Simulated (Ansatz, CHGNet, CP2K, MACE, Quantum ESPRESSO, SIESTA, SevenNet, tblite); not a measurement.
## MgF2(100) slab (72 atoms): runs against a plane-wave reference

The cell holds 72 atoms: 24 Mg and 48 F. Cell: a = 9.156 Å, b = 9.242 Å, c = 18.752 Å, α = 90.0°, β = 90.0°, γ = 90.0°. It derives from MgF2 (rutile). Rutile MgF2 (cell 4.621, 4.621, 3.052, 90, 90, 90), (100) slab of 2 repeat layers, 3 x 2 surface cells, 10 Å of vacuum; atoms within 2.77 Å of the bottom held; every coordinate displaced by a Gaussian of 0.07 Å. Then every atom was moved at random, 0.05 Å r.m.s. a Cartesian component. Vacuum lies along c.

Geometry: as built.

The reference, a calculation:

```
method                                           : Kohn-Sham DFT, PBE, PAW, plane waves (Ansatz 0.2.0); cutoff 420 eV, Γ point, fermi-dirac smearing of 0.05 eV; PAW set soft_2
r.m.s. force component                           : 1.415 eV/Å
longest force                                    : 7.006 eV/Å
gap (highest filled to lowest empty level) : 4.307 eV
SCF cycles                                       : 8
time                                             : 8.1 s on 8 threads of Arm Neoverse V2, shared host
CPU time                                         : 58 s
```

**Question.** The same geometry is run in other programs. How far does each lie from the reference, and what does it cost?
- CP2K PBE, SZV-MOLOPT-SR, 800/50 Ry, SIGN filter 1e-04, SCF 1e-05 (CP2K 2026.2; 1 thread)
- CP2K PBE, DZVP-MOLOPT-SR, 800/50 Ry, diagonalisation (CP2K 2026.2; 4 MPI ranks)
- tblite GFN1-xTB (tblite 0.8.0; 1 thread)
- CP2K PBE, DZVP-MOLOPT-SR, 560/50 Ry, diagonalisation (CP2K 2026.2; 2 threads)
- CP2K PBE, SZV-MOLOPT-SR, 800/50 Ry, SIGN filter 1e-03, SCF 1e-04 (CP2K 2026.2; 1 thread)
- SIESTA PBE, DZP, shift 0.01 Ry, mesh 500 Ry (SIESTA 5.4.2; 2 MPI ranks)
- SIESTA PBE, DZP, shift 0.02 Ry, mesh 500 Ry (SIESTA 5.4.2; 2 MPI ranks)
- QE PBE, gbrv-1.5, 40/200 Ry (Quantum ESPRESSO 7.5; 4 MPI ranks)
- SIESTA PBE, SZP, shift 0.01 Ry, mesh 500 Ry (SIESTA 5.4.2; 1 thread)
- QE PBE, sssp-1.3.0-efficiency, 60/480 Ry (Quantum ESPRESSO 7.5; 4 MPI ranks)

Differences are against the plane-wave reference, forces as r.m.s. over components; share is that over the reference's r.m.s. force, slope the least-squares factor from reference forces to these. Total energies of different programs have different zeros and aren't compared.

```csv
run,"Δ force, r.m.s. (meV/Å)",share (%),slope,Δ gap (eV),cores,CPU time,memory (GiB)
reference,-,-,-,-,8,58 s,1.8
"CP2K PBE, SZV-MOLOPT-SR, 800/50 Ry, SIGN filter 1e-04, SCF 1e-05 (coarse)",494,34.9,1.158,-,1,87 s,2.8
"CP2K PBE, DZVP-MOLOPT-SR, 800/50 Ry, diagonalisation",480,33.9,1.134,-0.295,4,5.3 min,6.6
tblite GFN1-xTB,813,57.5,0.442,-,1,2.1 s,0.12
"CP2K PBE, DZVP-MOLOPT-SR, 560/50 Ry, diagonalisation (coarse)",532,37.6,1.082,-0.307,2,3.6 min,3.4
"CP2K PBE, SZV-MOLOPT-SR, 800/50 Ry, SIGN filter 1e-03, SCF 1e-04 (coarse)",496,35.0,1.162,-,1,59 s,2.8
"SIESTA PBE, DZP, shift 0.01 Ry, mesh 500 Ry",161,11.3,1.087,-0.377,2,2.1 min,1.5
"SIESTA PBE, DZP, shift 0.02 Ry, mesh 500 Ry",274,19.4,1.038,-0.550,2,97 s,1.3
"QE PBE, gbrv-1.5, 40/200 Ry",9.28,0.656,1.004,-0.0155,4,10 min,1.9
"SIESTA PBE, SZP, shift 0.01 Ry, mesh 500 Ry (coarse)",175,12.4,1.094,-0.977,1,1.8 min,1.1
"QE PBE, sssp-1.3.0-efficiency, 60/480 Ry",23.3,1.65,0.997,-0.0104,4,12 min,3.7
```

Rows marked coarse were listed beforehand as settings not expected to be converged; some can still land near the reference.

CPU time is summed over cores on a shared host, where runs went side by side, so it is rough. Symmetry, cutoffs, thresholds, outputs and thread counts weren't matched or tuned between programs; memory under MPI is the largest rank's times the ranks.

PBE on plane waves or a grid with other potentials, cutoffs or grids, coarse settings apart, differs from the reference by 0.66 % (QE PBE, gbrv-1.5, 40/200 Ry) to 1.6 % (QE PBE, sssp-1.3.0-efficiency, 60/480 Ry) of the r.m.s. force; this holds the reference's own error, so differences of a few per cent don't tell which side is nearer the exact PBE result (QE's 40 Ry are 544 eV, against the reference's 420 eV). The PBE runs in local orbitals, coarse settings apart, differ by 11 % (SIESTA PBE, DZP, shift 0.01 Ry, mesh 500 Ry) to 34 % (CP2K PBE, DZVP-MOLOPT-SR, 800/50 Ry, diagonalisation); basis, grid and potentials can all enter. Tight binding differs by 57 % (tblite GFN1-xTB); it is another model, with fitted parameters of its own, and the xTB methods hold dispersion. Runs with settings chosen to be coarse differ by 12 % (SIESTA PBE, SZP, shift 0.01 Ry, mesh 500 Ry) to 38 % (CP2K PBE, DZVP-MOLOPT-SR, 560/50 Ry, diagonalisation), their programs' other errors included. Periodic xTB results under one method name differ between programs and library versions. The electronic-structure runs sample only Γ, in a cell whose shortest periodic width is 9 Å.

[Logs are printed without paths, hosts, clocks, repeated set-up lines and the standing remarks that a program may print on its own settings, such as how far it seeks lower states.]

[Hosts, paths, dates, database ids (printed as entryN), source tags and the programs' standing remarks are cut or masked in the printed files.]
